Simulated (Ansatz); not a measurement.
**SiBi (built on the sites of a database entry of SnSb): the cell at rest**

Wanted: the relaxed cell of SiBi (built on the sites of a database entry of SnSb).

Main program and level: Ansatz 0.2.0; DFT PBEsol, scalar-relativistic, plane waves, PAW.

The structure was built from a prototype and need not be the compound's stable phase.

### Step 1. The structure

The structure is cubic, space group Fm-3m (No. 225). The conventional cell has a = 5.885 Å, b = 5.885 Å, c = 5.885 Å, α = 90.00°, β = 90.00°, γ = 90.00°. Nearest to Si lie 6 Bi at 2.94 Å. Nearest to Bi lie 6 Si at 2.94 Å. Farther neighbours are not listed.

### Step 2. A coarse first look

First a cheap look: the gap decides the mesh and the occupations, the pressure tells how far the cell has to move.

File input.yaml:

```yaml
crystal:
  lattice:
    - [0.0, 2.9425, 2.9425]
    - [2.9425, 0.0, 2.9425]
    - [2.9425, 2.9425, 0.0]
  atoms:
    - { symbol: Si, position: [0.0, 0.0, 0.0] }
    - { symbol: Bi, position: [0.5, 0.5, 0.5] }
kpoints:
  mp_grid: { grid: [6, 6, 6] }
hamiltonian:
  xc: pbesol
scf:
  occupations: { method: gaussian, width: 0.1 }
output:
  forces: true
  stress: true
  eigenvalues: true
```

Command:

```sh
> ansatz run input.yaml --threads 4 --pin off --max-ram 7168MiB --backend cpu --events-out ev --progress --plain --runs-dir out
```

Numbers of over 12 decimals in the logs are rounded to 6 here.

The log of the run:

```text
Engine: ansatz 0.2.0, aarch64-unknown-linux-gnu
Pseudopotentials: kind: paw
Pseudopotential: Si, paw, valence charge 4, recommended cutoff 420 eV (normal), Si.paw.azcp
Pseudopotential: Bi, paw, valence charge 15, recommended cutoff 420 eV (normal), Bi.paw.azcp
Functional definition: PBEsol
  exchange = pbesol_x
  correlation = pbesol_c
Crystal: 2 atoms, lattice volume = 50.954 Å³
[...]
--- Band table (eV; the first three rows and the last of 16) ---
  k-point 0: bands = [... 6 lower, 6.4297, 8.8123, 8.8123, 8.8123, 14.1702, 14.1702, 14.1702, 14.9009]
  k-point 1: bands = [... 6 lower, 4.8138, 8.8510, 8.8510, 9.6306, 12.7962, 12.7962, 13.0441, 15.0081]
  k-point 2: bands = [... 6 lower, 2.4704, 9.0941, 9.0941, 10.1569, 11.0845, 11.0845, 11.6269, 16.6305]
  k-point 15: bands = [... 6 lower, 2.6683, 4.4614, 5.6204, 8.8282, 12.9778, 13.5744, 16.8044, 16.9843]
[key lines of the parts left out:]
SCF converged after 6 iterations
Free energy (F): -12862.729171 eV
Fermi energy:    9.341513 eV
P = ⅓ Tr σ = -3.0467 GPa (-30.467 kbar)
```

It took 0.44 s on 4 threads of Arm Neoverse V1, shared host; peak memory 0.3 GiB; 1.1 s of CPU time.

Numbers from this step:

```
pressure          : -3.047 GPa
volume per atom   : 25.48 Å³
gap on the k-mesh : 0 eV
```

The coarse mesh shows no gap and a pressure of -3.0 GPa.

### Step 3. Bringing the structure to rest

Harmonic phonons are second derivatives at a point where the forces vanish, and they are wanted at zero stress, so atoms and cell are relaxed first.

input.yaml, the sections that differ from step 2:

```yaml
kpoints:
  mp_grid: { grid: [12, 12, 12] }
relax:
  adjacent_minimum: "off"
  f_tol: 0.005
  max_steps: 80
  cell: { stress_tol: 0.05 }
# crystal, hamiltonian, scf, output: as in step 2
```

The log of the run:

```text
[...]
Crystal: 2 atoms, lattice volume = 50.954 Å³
Basis set: ecut = 420 eV, 965 PW (Γ), exchange–correlation on 60×60×60 points (8 copies of the dense FFT grid, shifted against one another)
Bands: 14, of which v1, the nominal top of the filled ones, is band 10 counted from 1 (9 counted from 0)
Symmetry: 48 space group operations
[...]
k-points: 72 of 1728
[...]
SCF iter   1: F=—  HF=-12862.727314 eV  |F-HF|=—  |Δ(HF+E_count)|=         —  Δρ=2.40e-3  dr2=4.93e-3  ethr=1.77e-3  ⟨swp⟩=5.7  Hψ=5775  notcnv=0
[...]
SCF iter   7: F=-12862.724888 eV  HF=-12862.724888 eV  |F-HF|=6.13e-9  |Δ(HF+E_count)|=   1.57e-8  Δρ=3.46e-6  dr2=7.45e-9  ethr=5.26e-10  ⟨swp⟩=6.0  Hψ=4012  notcnv=0
SCF 1 converged in 7 iterations: F = -12862.724888 eV  dr2 = 7.45e-9
[...]
relax step   1: F+E_penalty+E_count = -12862.72488833 eV  Δ(F+E_penalty+E_count) = +0.000e0 eV  max|allowed force component| = 3.842e-29 eV/Å  Δτ_max = 0.0000 Å  P = -2.762 GPa  Ω = 50.954 Å³  (7 SCF iters, dr2 threshold 1.00e-7 eV, accepted)
Crystal: 2 atoms, lattice volume = 47.218 Å³
Basis set: ecut = 420 eV, 941 PW (Γ), exchange–correlation on 60×60×60 points (8 copies of the dense FFT grid, shifted against one another)
[...]
iter 1 solved again at ethr=2.31e-5 eV; its pass at ethr=3.10e-3 eV (dr2=4.39e-3 eV) is discarded
[...]
SCF iter   5: F=-12862.734699 eV  HF=-12862.734699 eV  |F-HF|=4.96e-9  |Δ(HF+E_count)|=   2.91e-7  Δρ=1.35e-5  dr2=5.69e-8  ethr=1.05e-9  ⟨swp⟩=4.1  Hψ=4954  notcnv=0
SCF 2 converged in 5 iterations: F = -12862.734699 eV  dr2 = 5.69e-8
relax step   2: F+E_penalty+E_count = -12862.73469926 eV  Δ(F+E_penalty+E_count) = -9.811e-3 eV  max|allowed force component| = 2.971e-29 eV/Å  Δτ_max = 0.0000 Å  P = +2.335 GPa  Ω = 47.218 Å³  energy of the carried Pulay correction = +6.369e-4 eV  (5 SCF iters, dr2 threshold 2.00e-7 eV, accepted)
Crystal: 2 atoms, lattice volume = 48.859 Å³
[...]
SCF iter   5: F=-12862.745092 eV  HF=-12862.745092 eV  |F-HF|=1.20e-9  |Δ(HF+E_count)|=   6.56e-8  Δρ=7.11e-6  dr2=1.88e-8  ethr=1.05e-9  ⟨swp⟩=6.0  Hψ=5099  notcnv=0
SCF 3 converged in 5 iterations: F = -12862.745092 eV  dr2 = 1.88e-8
relax step   3: F+E_penalty+E_count = -12862.74509184 eV  Δ(F+E_penalty+E_count) = -1.039e-2 eV  max|allowed force component| = 2.879e-28 eV/Å  Δτ_max = 0.0000 Å  P = -0.172 GPa  Ω = 48.859 Å³  energy of the carried Pulay correction = +3.512e-4 eV  (5 SCF iters, dr2 threshold 2.00e-7 eV, accepted)
[...]
relax step   4: F+E_penalty+E_count = -12862.74517764 eV  Δ(F+E_penalty+E_count) = -8.581e-5 eV  max|allowed force component| = 6.337e-29 eV/Å  Δτ_max = 0.0000 Å  P = -0.009 GPa  Ω = 48.743 Å³  energy of the carried Pulay correction = +3.712e-4 eV  (3 SCF iters, dr2 threshold 7.39e-8 eV, accepted)
[...]
SCF iter   5: F=-12862.744813 eV  HF=-12862.744813 eV  |F-HF|=0.00e0  |Δ(HF+E_count)|=  3.82e-11  Δρ=2.34e-7  dr2=1.62e-11  ethr=1.00e-12  ⟨swp⟩=5.1  Hψ=5193  notcnv=0
SCF 5 converged in 5 iterations: F = -12862.744813 eV  dr2 = 1.62e-11
relax step   5: F+E_penalty+E_count = -12862.74481314 eV  Δ(F+E_penalty+E_count) = +3.645e-4 eV  max|allowed force component| = 7.606e-29 eV/Å  Δτ_max = 0.0000 Å  P = -0.010 GPa  Ω = 48.743 Å³  stress off target by 1.01e-2 GPa  SCF on the basis re-selected at this cell (its energy is not comparable with the rows above)  (5 SCF iters)
basis re-selected at this cell: Δ(F+E_penalty+E_count) = +3.645e-4 eV, ΔP = -0.001 GPa vs the last step (what re-selecting the basis moved, of the pressure what is left beyond the Pulay correction that the steps carried, after the strain that the cell walked since its last selection, with what the two solves' SCF thresholds leave and, on support functions, any second-order correction that the steps lacked; it is no m [...]
SCF converged after 5 iterations
Free energy (F): -12862.744813 eV
[...]
Internal energy: -12862.739395 eV  (E = F + TS)
E sigma→0 (E₀):  -12862.742104 eV
Entropy (-TS):   -0.005418 eV (-2.709 meV/atom)
Fermi energy:    10.109760 eV
[...]
--- Stress (GPa, compression-positive) ---
       -0.010139      -0.000000      -0.000000
       -0.000000      -0.010139      -0.000000
       -0.000000      -0.000000      -0.010139
  P = ⅓ Tr σ = -0.0101 GPa (-0.101 kbar)
--- Band table (eV; the first three rows and the last of 72) ---
  k-point 0: bands = [... 6 lower, 7.3864, 9.4176, 9.4176, 9.4176, 14.9924, 14.9924, 14.9924, 15.5255]
  k-point 1: bands = [... 6 lower, 6.7468, 9.4237, 9.4237, 9.8356, 14.4752, 14.4752, 14.5633, 15.5107]
  k-point 2: bands = [... 6 lower, 5.5330, 9.4538, 9.4538, 10.3974, 13.5286, 13.5286, 13.8039, 15.6731]
  k-point 71: bands = [... 6 lower, 2.9440, 5.3846, 5.3846, 11.4139, 11.6339, 15.7709, 15.7709, 18.6525]
--- Relaxed structure (4 steps of the walk, 4 accepted, 1 SCFs on fresh bases) ---
  F+E_penalty+E_count = -12862.74481314 eV   max|allowed force component| = 7.606e-29 eV/Å   (the final SCF, on the basis selected at the relaxed cell)
  cell:  # Å, volume = 48.7433 Å³
    - [0, 2.899312, 2.899312]
    - [2.899312, 0, 2.899312]
    - [2.899312, 2.899312, 0]
  atoms:
    - { symbol: Si, position: [0, 0, 0] }
    - { symbol: Bi, position: [0.5, 0.5, 0.5] }
```

The job ended after 4.3 s (4 threads; peak memory 0.39 GiB; 16 s of CPU time).

Relaxation path:

| step | energy less that of the first step (eV) | largest force component (eV/Å) | pressure (GPa) | volume (Å³) |
| --- | --- | --- | --- | --- |
| 1 | 0.0000 | 0.0000 | -2.76 | 50.95 |
| 2 | -0.0098 | 0.0000 | 2.33 | 47.22 |
| 3 | -0.0202 | 0.0000 | -0.17 | 48.86 |
| 4 | -0.0203 | 0.0000 | -0.01 | 48.74 |
| 5* | -0.0199 | 0.0000 | -0.01 | 48.74 |

Relaxation steps marked * repeat the geometry before them on a plane-wave basis chosen anew for their cell, so energy and pressure can jump there.

The run keeps the 48 symmetry operations that it works with, so distortions that break them were not tested.

| conventional cell, symmetrised | before | after | change |
| --- | --- | --- | --- |
| a (Å) | 5.885 | 5.799 | -1.5 % |
| b (Å) | 5.885 | 5.799 | -1.5 % |
| c (Å) | 5.885 | 5.799 | -1.5 % |
| volume (Å³/atom) | 25.48 | 24.37 | -4.3 % |

Final coordinates:

```xyz
2
Lattice="0.0000 2.8993 2.8993 2.8993 0.0000 2.8993 2.8993 2.8993 0.0000" Properties=species:S:1:pos:R:3 pbc="T T T"
Si    0.0000    0.0000    0.0000
Bi    2.8993    2.8993    2.8993
```

This step gave:

| Item | Value |
| --- | --- |
| pressure | -0.01014 GPa |
| volume per atom | 24.37 Å³ |

In this step the volume went from 25.48 to 24.37 Å³/atom.

### Step 4. Relaxing to small forces for the phonons

Phonons need a cell at rest on their own settings, so the relaxation is repeated with tight tolerances on forces and stress on the k mesh and occupations of the first response run.

input.yaml, the sections that differ from step 3:

```yaml
crystal:
  lattice:
    - [0.0, 2.8993116848, 2.8993116848]
    - [2.8993116848, 0.0, 2.8993116848]
    - [2.8993116848, 2.8993116848, 0.0]
  atoms:
    - { symbol: Si, position: [0.0, 0.0, 0.0] }
    - { symbol: Bi, position: [0.5, 0.5, 0.5] }
scf:
  occupations: { method: methfessel_paxton, width: 0.15 }
relax:
  adjacent_minimum: "off"
  f_tol: 0.001
  max_steps: 60
  cell: { stress_tol: 0.01 }
# kpoints, hamiltonian, output: as in step 3
```

The log of the run:

```text
[...]
Crystal: 2 atoms, lattice volume = 48.743 Å³
Basis set: ecut = 420 eV, 941 PW (Γ), exchange–correlation on 60×60×60 points (8 copies of the dense FFT grid, shifted against one another)
Bands: 14, of which v1, the nominal top of the filled ones, is band 10 counted from 1 (9 counted from 0)
Symmetry: 48 space group operations
[...]
k-points: 72 of 1728
[...]
k-point 71: bands = [... 6 lower, 2.9469, 5.3868, 5.3868, 11.4178, 11.6379, 15.7744, 15.7744, 18.6581]
--- Relaxed structure (3 steps of the walk, 3 accepted, 1 SCFs on fresh bases) ---
[...]
cell:  # Å, volume = 48.7319 Å³
    - [0, 2.899086, 2.899086]
    - [2.899086, 0, 2.899086]
    - [2.899086, 2.899086, 0]
  atoms:
    - { symbol: Si, position: [0, 0, 0] }
    - { symbol: Bi, position: [0.5, 0.5, 0.5] }
[key lines of the parts left out:]
SCF converged after 7 iterations
Free energy (F): -12862.742368 eV
Fermi energy:    10.112526 eV
P = ⅓ Tr σ = -0.0001 GPa (-0.001 kbar)
```

Wall time 3.4 s (4 threads); peak memory 0.38 GiB.

Little changed from the start: no atom moved by 0.005 Å and no cell edge by 0.1 %.

This step gave:

| Quantity | Value |
| --- | --- |
| pressure | -7.42e-5 GPa |

The forces vanish by symmetry and the pressure is 0.000 GPa, within the tolerances set. The cell now holds 24.37 Å³/atom.

### Step 5. What came out

```yaml
space_group_after_relaxation_within_0p01_a: Fm-3m
lattice_constant_a: 5.798 Å
lattice_constant_b: 5.798 Å
lattice_constant_c: 5.798 Å
volume_per_atom: 24.4 Å³
```

The forces vanish by symmetry and the pressure is 0.000 GPa, within the tolerances set. The cell now holds 24.37 Å³/atom. The relaxation keeps the symmetry of its start, so it says nothing on stability against lower symmetry. The runs are without spin polarisation, although the cell has an odd electron count. Spin-orbit coupling is left out, which can matter for the heavy elements here. The starting cell was built on a prototype and not taken from a measurement, so the phase need not exist.

[Logs are printed without paths, hosts, clocks, repeated set-up lines and the standing remarks that a program may print on its own settings, such as how far it seeks lower states.]

[Hosts, paths, dates, database ids (printed as entryN), source tags and the programs' standing remarks are cut or masked in the printed files.]
